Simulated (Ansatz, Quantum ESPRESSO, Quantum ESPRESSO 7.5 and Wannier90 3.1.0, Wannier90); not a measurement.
**Ballistic channels from Wannier functions: straight Pd chain, spacing 2.33 Å**

Wanted: localised orbitals and the quantum conductance of this wire: straight Pd chain, spacing 2.33 Å.

Main program and level: Quantum ESPRESSO 7.5 and Wannier90 3.1.0; plane-wave DFT, PBE, GBRV ultrasoft pseudopotentials (cross-check by Ansatz 0.2.0 with PAW datasets).

## 1. Starting point

The cell holds 1 atom: 1 Pd. Its edges and angles: a = 8.000 Å, b = 8.000 Å, c = 2.325 Å, α = 90.0°, β = 90.0°, γ = 90.0°. Vacuum lies along a and b. The structure's axis is c.

Coordinates:

```cif
data_structure
_symmetry_space_group_name_H-M 'P 1'
_symmetry_Int_Tables_number 1
_cell_length_a 8.0000
_cell_length_b 8.0000
_cell_length_c 2.3250
_cell_angle_alpha 90.000
_cell_angle_beta 90.000
_cell_angle_gamma 90.000
_cell_volume 148.80
loop_
_atom_site_label
_atom_site_type_symbol
_atom_site_fract_x
_atom_site_fract_y
_atom_site_fract_z
_atom_site_occupancy
Pd1 Pd 0.00000 0.00000 0.00000 1
```

## 2. Ground state

Contents of scf.in:

```
&control
  prefix = 'scf'
  outdir = './out'
  pseudo_dir = './pseudo'
  calculation = 'scf'
  tprnfor = .true.
/
&system
  ibrav = 0
  nat = 1
  ntyp = 1
  ecutwfc = 34
  ecutrho = 170
  occupations = 'smearing'
  smearing = 'mv'
  degauss = 0.005
/
&electrons
  conv_thr = 1e-07
  mixing_beta = 0.4
  electron_maxstep = 120
  mixing_mode = 'local-TF'
/
ATOMIC_SPECIES
  Pd  106.4200  pd_pbe_v1.4.uspp.F.UPF
CELL_PARAMETERS angstrom
  8.00000000000000 0.00000000000000 0.00000000000000
  0.00000000000000 8.00000000000000 0.00000000000000
  0.00000000000000 0.00000000000000 2.32500000000000
ATOMIC_POSITIONS crystal
  Pd  0.000000000000 0.000000000000 0.000000000000
K_POINTS automatic
  1 1 32 0 0 0
```

Run with:

```
$ OMP_NUM_THREADS=1 mpirun -n 4 pw.x -nk 2 -in scf.in > scf.out
```

What it wrote:

```text
Program PWSCF v.7.5 starts
[citation notice left out]

     Parallel version (MPI & OpenMP), running on       4 processor cores
     Number of MPI processes:                 4
     Threads/MPI process:                     1

     MPI processes distributed on     1 nodes
[...]
Current dimensions of program PWSCF are:
     Max number of different atomic species (ntypx) = 10
     Max number of k-points (npk) =  40000
     Max angular momentum in pseudopotentials (lmaxx) =  4
     Message from routine setup:
     using ibrav=0 with symmetry is DISCOURAGED, use correct ibrav instead

     K-points division:     npool     =       2
     R & G space division:  proc/nbgrp/npool/nimage =       2
     Subspace diagonalization in iterative solution of the eigenvalue problem:
     a serial algorithm will be used

     Parallelization info
     --------------------
     sticks:   dense  smooth     PW     G-vecs:    dense   smooth      PW
     Min        1546    1234    388                18803    13450    2392
     Max        1547    1235    389                18804    13451    2393
     Sum        3093    2469    777                37607    26901    4785

     Using Slab Decomposition

     bravais-lattice index     =            0
     lattice parameter (alat)  =      15.1178  a.u.
     unit-cell volume          =    1004.1522 (a.u.)^3
     number of atoms/cell      =            1
     number of atomic types    =            1
     number of electrons       =        16.00
     number of Kohn-Sham states=           12
     kinetic-energy cutoff     =      34.0000  Ry
     charge density cutoff     =     170.0000  Ry
     scf convergence threshold =      1.0E-07
     mixing beta               =       0.4000
     number of iterations used =            8  local-TF  mixing
     Exchange-correlation=  SLA  PW   PBX  PBC
                           (   1   4   3   4   0   0   0)

     celldm(1)=  15.117809  celldm(2)=   0.000000  celldm(3)=   0.000000
     celldm(4)=   0.000000  celldm(5)=   0.000000  celldm(6)=   0.000000

     crystal axes: (cart. coord. in units of alat)
               a(1) = (   1.000000   0.000000   0.000000 )
               a(2) = (   0.000000   1.000000   0.000000 )
               a(3) = (   0.000000   0.000000   0.290625 )

     reciprocal axes: (cart. coord. in units 2 pi/alat)
               b(1) = (  1.000000  0.000000  0.000000 )
               b(2) = (  0.000000  1.000000  0.000000 )
               b(3) = (  0.000000  0.000000  3.440860 )

     PseudoPot. # 1 for Pd read from file:
     ./pseudo/pd_pbe_v1.4.uspp.F.UPF
     Pseudo is Ultrasoft + core correction, Zval = 16.0
     Generated by new atomic code, or converted to UPF format
     Using radial grid of  887 points,  6 beta functions with:
                l(1) =   0
                l(2) =   0
                l(3) =   1
                l(4) =   1
                l(5) =   2
                l(6) =   2
     Q(r) pseudized with  8 coefficients,  rinner =    1.130   1.130   1.130
                                                       1.130   1.130

     atomic species   valence    mass     pseudopotential
     Pd               16.00   106.42000     Pd( 1.00)

     16 Sym. Ops., with inversion, found

   Cartesian axes

     site n.     atom                  positions (alat units)
         1        Pd     tau(   1) = (   0.0000000   0.0000000   0.0000000  )

     number of k points=    17  Marzari-Vanderbilt smearing, width (Ry)=  0.0050
                       cart. coord. in units 2pi/alat
        k(    1) = (   0.0000000   0.0000000   0.0000000), wk =   0.0625000
        k(    2) = (   0.0000000   0.0000000   0.1075269), wk =   0.1250000
        k(    3) = (   0.0000000   0.0000000   0.2150538), wk =   0.1250000
        k(    4) = (   0.0000000   0.0000000   0.3225806), wk =   0.1250000
        k(    5) = (   0.0000000   0.0000000   0.4301075), wk =   0.1250000
        k(    6) = (   0.0000000   0.0000000   0.5376344), wk =   0.1250000
        k(    7) = (   0.0000000   0.0000000   0.6451613), wk =   0.1250000
        k(    8) = (   0.0000000   0.0000000   0.7526882), wk =   0.1250000
        k(    9) = (   0.0000000   0.0000000   0.8602151), wk =   0.1250000
        k(   10) = (   0.0000000   0.0000000   0.9677419), wk =   0.1250000
[...]
k(   17) = (   0.0000000   0.0000000  -1.7204301), wk =   0.0625000

     Dense  grid:    37607 G-vectors     FFT dimensions: (  64,  64,  20)

     Smooth grid:    26901 G-vectors     FFT dimensions: (  60,  60,  18)

     Estimated max dynamical RAM per process >      42.15 MB

     Estimated total dynamical RAM >     159.43 MB

     Initial potential from superposition of free atoms

     starting charge      15.5000, renormalised to      16.0000

     negative rho (up, down):  7.062E-02 0.000E+00
     Starting wfcs are   12 randomized atomic wfcs

     total cpu time spent up to now is        0.8 secs

     per-process dynamical memory:    18.9 Mb

     Self-consistent Calculation

     iteration #  1     ecut=    34.00 Ry     beta= 0.40
     Davidson diagonalization with overlap
     ethr =  1.00E-02,  avg # of iterations =  6.4

     negative rho (up, down):  1.131E-01 0.000E+00

     total cpu time spent up to now is        1.1 secs

     total energy              =    -198.19632958 Ry
     estimated scf accuracy    <       4.58296244 Ry

     iteration #  2     ecut=    34.00 Ry     beta= 0.40
[...]
negative rho (up, down):  1.133E-01 0.000E+00

[...]
total energy              =    -198.49346692 Ry
     estimated scf accuracy    <       0.25620383 Ry

     iteration #  3     ecut=    34.00 Ry     beta= 0.40
[...]
negative rho (up, down):  1.095E-01 0.000E+00

[...]
total energy              =    -198.51306230 Ry
     estimated scf accuracy    <       0.02274298 Ry

     iteration #  4     ecut=    34.00 Ry     beta= 0.40
[...]
negative rho (up, down):  9.714E-02 0.000E+00

[...]
total energy              =    -198.51242077 Ry
     estimated scf accuracy    <       0.00567225 Ry

     iteration #  5     ecut=    34.00 Ry     beta= 0.40
[...]
negative rho (up, down):  8.684E-02 0.000E+00

[...]
total energy              =    -198.51140868 Ry
     estimated scf accuracy    <       0.00304920 Ry

     iteration #  6     ecut=    34.00 Ry     beta= 0.40
[...]
negative rho (up, down):  7.169E-02 0.000E+00

[...]
total energy              =    -198.51004248 Ry
     estimated scf accuracy    <       0.00152918 Ry

     iteration #  7     ecut=    34.00 Ry     beta= 0.40
[...]
negative rho (up, down):  7.049E-02 0.000E+00

[...]
total energy              =    -198.51095785 Ry
     estimated scf accuracy    <       0.00716368 Ry

     iteration #  8     ecut=    34.00 Ry     beta= 0.40
[...]
negative rho (up, down):  6.950E-02 0.000E+00

[...]
total energy              =    -198.50997899 Ry
     estimated scf accuracy    <       0.00288159 Ry

     iteration #  9     ecut=    34.00 Ry     beta= 0.40
[...]
negative rho (up, down):  6.999E-02 0.000E+00

[...]
total energy              =    -198.51072075 Ry
     estimated scf accuracy    <       0.00125345 Ry

     iteration # 10     ecut=    34.00 Ry     beta= 0.40
[...]
negative rho (up, down):  7.002E-02 0.000E+00

[...]
total energy              =    -198.51071905 Ry
     estimated scf accuracy    <       0.00026581 Ry

     iteration # 11     ecut=    34.00 Ry     beta= 0.40
[...]
negative rho (up, down):  7.001E-02 0.000E+00

[...]
total energy              =    -198.51073245 Ry
     estimated scf accuracy    <       0.00002026 Ry

     iteration # 12     ecut=    34.00 Ry     beta= 0.40
[...]
negative rho (up, down):  7.000E-02 0.000E+00

[...]
total energy              =    -198.51073104 Ry
     estimated scf accuracy    <       0.00001079 Ry

     iteration # 13     ecut=    34.00 Ry     beta= 0.40
[...]
negative rho (up, down):  7.000E-02 0.000E+00

[...]
total energy              =    -198.51073146 Ry
     estimated scf accuracy    <       0.00000082 Ry

     iteration # 14     ecut=    34.00 Ry     beta= 0.40
[...]
negative rho (up, down):  7.000E-02 0.000E+00

[...]
End of self-consistent calculation

          k = 0.0000 0.0000 0.0000 (  3357 PWs)   bands (ev):

   -52.4221 -52.1746 -52.1746  -8.3954  -4.6757  -4.6735  -3.8565  -2.7633
    -2.7633   0.3544   0.3544   1.9514

          k = 0.0000 0.0000 0.1075 (  3349 PWs)   bands (ev):

   -52.4335 -52.1734 -52.1734  -8.3416  -4.6677  -4.6657  -3.8347  -2.8328
    -2.8328   0.4160   0.4160   1.9777

          k = 0.0000 0.0000 0.2151 (  3349 PWs)   bands (ev):

   -52.4675 -52.1697 -52.1697  -8.1803  -4.6438  -4.6419  -3.7692  -3.0280
    -3.0280   0.5878   0.5878   2.0568

          k = 0.0000 0.0000 0.3226 (  3316 PWs)   bands (ev):

   -52.5223 -52.1637 -52.1637  -7.9158  -4.6047  -4.6028  -3.6594  -3.3129
    -3.3129   0.8427   0.8427   2.1885

          k = 0.0000 0.0000 0.4301 (  3328 PWs)   bands (ev):

   -52.5962 -52.1558 -52.1558  -7.5553  -4.5519  -4.5503  -3.6554  -3.6554
    -3.5045   1.1565   1.1565   2.3730

          k = 0.0000 0.0000 0.5376 (  3344 PWs)   bands (ev):

   -52.6855 -52.1461 -52.1461  -7.1084  -4.4871  -4.4856  -4.0279  -4.0279
    -3.3022   1.5156   1.5156   2.6104

[...]
the Fermi energy is    -3.0121 ev

!    total energy              =    -198.51073155 Ry
     estimated scf accuracy    <          1.7E-09 Ry
     smearing contrib. (-TS)   =      -0.00016825 Ry
     internal energy E=F+TS    =    -198.51056331 Ry

     The total energy is F=E-TS. E is the sum of the following terms:
     one-electron contribution =    -292.78957191 Ry
     hartree contribution      =     147.75407464 Ry
     xc contribution           =     -31.24725959 Ry
     ewald contribution        =     -22.22780644 Ry

     convergence has been achieved in  14 iterations

     negative rho (up, down):  7.000E-02 0.000E+00

     Forces acting on atoms (cartesian axes, Ry/au):

     atom    1 type  1   force =     0.00000000    0.00000000    0.00000000

     Total force =     0.000000     Total SCF correction =     0.000000

[...]
=------------------------------------------------------------------------------=
   JOB DONE.
=------------------------------------------------------------------------------=
```

It took 4.9 s on 4 MPI ranks of Intel Xeon Platinum 8559C (Emerald Rapids), shared host; peak memory 0.35 GiB; 19 s of CPU time.

Read from the output:

```
free energy  : -2700.8761 eV
Fermi energy : -3.012 eV
```

The run needed 14 iterations to bring the estimated error under 1e-07 Ry.

## 3. Full uniform mesh without symmetry

Wannier90 needs the states on a whole uniform mesh, listed point by point, without symmetry.

Contents of nscf.in:

```
&control
  prefix = 'nscf'
  outdir = './out'
  pseudo_dir = './pseudo'
  calculation = 'nscf'
/
&system
  ibrav = 0
  nat = 1
  ntyp = 1
  ecutwfc = 34
  ecutrho = 170
  occupations = 'smearing'
  smearing = 'mv'
  degauss = 0.005
  nosym = .true.
  noinv = .true.
  nbnd = 37
/
&electrons
  conv_thr = 1e-08
  mixing_beta = 0.4
  electron_maxstep = 120
  mixing_mode = 'local-TF'
  diago_full_acc = .true.
/
ATOMIC_SPECIES
  Pd  106.4200  pd_pbe_v1.4.uspp.F.UPF
CELL_PARAMETERS angstrom
  8.00000000000000 0.00000000000000 0.00000000000000
  0.00000000000000 8.00000000000000 0.00000000000000
  0.00000000000000 0.00000000000000 2.32500000000000
ATOMIC_POSITIONS crystal
  Pd  0.000000000000 0.000000000000 0.000000000000
K_POINTS crystal
16
  0.0000000000 0.0000000000 0.0000000000 0.0625
  0.0000000000 0.0000000000 0.0625000000 0.0625
  0.0000000000 0.0000000000 0.1250000000 0.0625
  0.0000000000 0.0000000000 0.1875000000 0.0625
  0.0000000000 0.0000000000 0.2500000000 0.0625
  0.0000000000 0.0000000000 0.3125000000 0.0625
  0.0000000000 0.0000000000 0.3750000000 0.0625
  0.0000000000 0.0000000000 0.4375000000 0.0625
  0.0000000000 0.0000000000 0.5000000000 0.0625
  0.0000000000 0.0000000000 0.5625000000 0.0625
  0.0000000000 0.0000000000 0.6250000000 0.0625
  0.0000000000 0.0000000000 0.6875000000 0.0625
  0.0000000000 0.0000000000 0.7500000000 0.0625
  0.0000000000 0.0000000000 0.8125000000 0.0625
  0.0000000000 0.0000000000 0.8750000000 0.0625
  0.0000000000 0.0000000000 0.9375000000 0.0625
```

Run with:

```
$ cp -r out/scf.save out/nscf.save
$ cp out/scf.xml out/nscf.xml
$ OMP_NUM_THREADS=1 mpirun -n 4 pw.x -nk 1 -in nscf.in > nscf.out
```

What it wrote:

```text
[banner, memory and clock lines left out]
Program PWSCF v.7.5 starts
[citation notice left out]

[...]
bravais-lattice index     =            0
     lattice parameter (alat)  =      15.1178  a.u.
     unit-cell volume          =    1004.1522 (a.u.)^3
     number of atoms/cell      =            1
     number of atomic types    =            1
     number of electrons       =        16.00
     number of Kohn-Sham states=           37
     kinetic-energy cutoff     =      34.0000  Ry
     charge density cutoff     =     170.0000  Ry
     Exchange-correlation=  SLA  PW   PBX  PBC
                           (   1   4   3   4   0   0   0)

[...]
PseudoPot. # 1 for Pd read from file:
     ./pseudo/pd_pbe_v1.4.uspp.F.UPF
     Pseudo is Ultrasoft + core correction, Zval = 16.0
     Generated by new atomic code, or converted to UPF format
     Using radial grid of  887 points,  6 beta functions with:
                l(1) =   0
                l(2) =   0
                l(3) =   1
                l(4) =   1
                l(5) =   2
                l(6) =   2
     Q(r) pseudized with  8 coefficients,  rinner =    1.130   1.130   1.130
                                                       1.130   1.130

     atomic species   valence    mass     pseudopotential
     Pd               16.00   106.42000     Pd( 1.00)

     No symmetry found

[...]
number of k points=    16  Marzari-Vanderbilt smearing, width (Ry)=  0.0050
[...]
Dense  grid:    37607 G-vectors     FFT dimensions: (  64,  64,  20)

     Smooth grid:    26901 G-vectors     FFT dimensions: (  60,  60,  18)

     The potential is recalculated from file :
     ./out/nscf.save/charge-density

     negative rho (up, down):  7.000E-02 0.000E+00
     Starting wfcs are   12 randomized atomic wfcs +   25 random wfcs

     Band Structure Calculation
     Davidson diagonalization with overlap

     ethr =  6.25E-11,  avg # of iterations = 38.6

     End of band structure calculation

          k = 0.0000 0.0000 0.0000 (  3357 PWs)   bands (ev):

   -52.4214 -52.1739 -52.1739  -8.3949  -4.6752  -4.6730  -3.8563  -2.7627
    -2.7627   0.3544   0.3544   1.9506   3.0587   4.6738   4.6738   4.9194
     5.2763   8.1679   8.1679   9.4085   9.5390  11.0107  11.0107  11.7673
    12.0920  12.2033  12.2033  12.2535  12.5296  18.1557  18.1557  19.0691
    19.1011  19.4136  19.4136  21.1433  21.5915

          k = 0.0000 0.0000 0.2151 (  3349 PWs)   bands (ev):

   -52.4668 -52.1691 -52.1691  -8.1799  -4.6434  -4.6415  -3.7690  -3.0275
    -3.0275   0.5879   0.5879   2.0560   3.1631   4.7976   4.7976   5.0188
     5.3825   8.3140   8.3140   9.4987   9.6388  11.1323  11.1323  11.8560
    12.2007  12.3150  12.3150  12.3535  12.6334  18.2880  18.2880  19.1739
    19.1876  19.5538  19.5538  21.2072  21.6788

[...]
the Fermi energy is    -3.0100 ev
     (compare with:    -3.0121 eV, computed in scf)

[...]
```

Wall time 5.9 s (4 MPI ranks); peak memory 0.22 GiB; 23 s of CPU time.

Numbers from this step:

* Fermi energy: -3.01 eV

The program's own clock; routines nest. Time by routine:

```csv
routine,wall time (s),calls
PWSCF,5.23,1
electrons,4.52,1
c_bands,4.52,1
cegterg,4.33,38
h_psi,2.74,672
vloc_psi,2.63,672
fftw,2.39,23226
cdiaghg,0.71,634
init_run,0.6,1
potinit,0.3,1
ffts,0.3,1
interpolate,0.3,1
hinit0,0.26,1
fft,0.23,13
```

## 4. Neighbour list from wannier90 -pp, with dis_win_max − E_F = 9.0

A first try, with customary settings: the .win file sets projections and windows, and states in the frozen window are kept exactly.

Contents of wan_try.win:

```
num_wann = 9
num_bands = 37
num_iter = 200
num_print_cycles = 20
conv_tol = 1e-8
conv_window = 5
guiding_centres = true
dis_num_iter = 1500
dis_conv_tol = 1e-8
dis_win_min = -14.0121
dis_win_max = 5.9879
dis_froz_max = -1.5121
search_shells = 120
fermi_energy = -3.0121

transport = true
transport_mode = bulk
one_dim_axis = z
dist_cutoff = 18.5
dist_cutoff_mode = one_dim
tran_win_min = -4.0
tran_win_max = 2.0
tran_energy_step = 0.02

bands_plot = true
bands_num_points = 96
begin kpoint_path
G 0.0 0.0 0.0 Z 0.0 0.0 0.5
end kpoint_path

begin projections
Pd:s;p;d
end projections

begin unit_cell_cart
ang
  8.0000000000 0.0000000000 0.0000000000
  0.0000000000 8.0000000000 0.0000000000
  0.0000000000 0.0000000000 2.3250000000
end unit_cell_cart

begin atoms_frac
  Pd 0.0000000000 0.0000000000 0.0000000000
end atoms_frac

mp_grid = 1 1 16
begin kpoints
  0.0 0.0 0.0000000000
  0.0 0.0 0.0625000000
  0.0 0.0 0.1250000000
  0.0 0.0 0.1875000000
  0.0 0.0 0.2500000000
  0.0 0.0 0.3125000000
  0.0 0.0 0.3750000000
  0.0 0.0 0.4375000000
  0.0 0.0 0.5000000000
  0.0 0.0 0.5625000000
  0.0 0.0 0.6250000000
  0.0 0.0 0.6875000000
  0.0 0.0 0.7500000000
  0.0 0.0 0.8125000000
  0.0 0.0 0.8750000000
  0.0 0.0 0.9375000000
end kpoints
```

Run with:

```
$ OMP_NUM_THREADS=1 wannier90.x -pp wan_try > wan_try.pp.log
```

Run time: 0.61 s. Hardware: 1 MPI rank; peak memory 0.09 GiB.

## 5. Overlaps and projections

The follow-up step for that run.

Contents of wan_try.p2w.in:

```
&inputpp
  prefix = 'nscf'
  outdir = './out'
  seedname = 'wan_try'
  write_mmn = .true.
  write_amn = .true.
  write_unk = .false.
/
```

Run with:

```
$ OMP_NUM_THREADS=1 mpirun -n 4 pw2wannier90.x -in wan_try.p2w.in > wan_try.p2w.out
```

The job ended after 2.9 s (4 MPI ranks; peak memory 0.21 GiB; 11 s of CPU time).

(Part 1 of 6 ends here.)

[Logs are printed without paths, hosts, clocks, repeated set-up lines and the standing remarks that a program may print on its own settings, such as how far it seeks lower states.]

[Hosts, paths, dates, database ids (printed as entryN), source tags and the programs' standing remarks are cut or masked in the printed files.]

[Maps of the electrostatic potential energy from Ansatz leave out the sawtooth potential of an applied field or a dipole correction, so their vacuum need not be flat; planar profiles and work functions include it.]
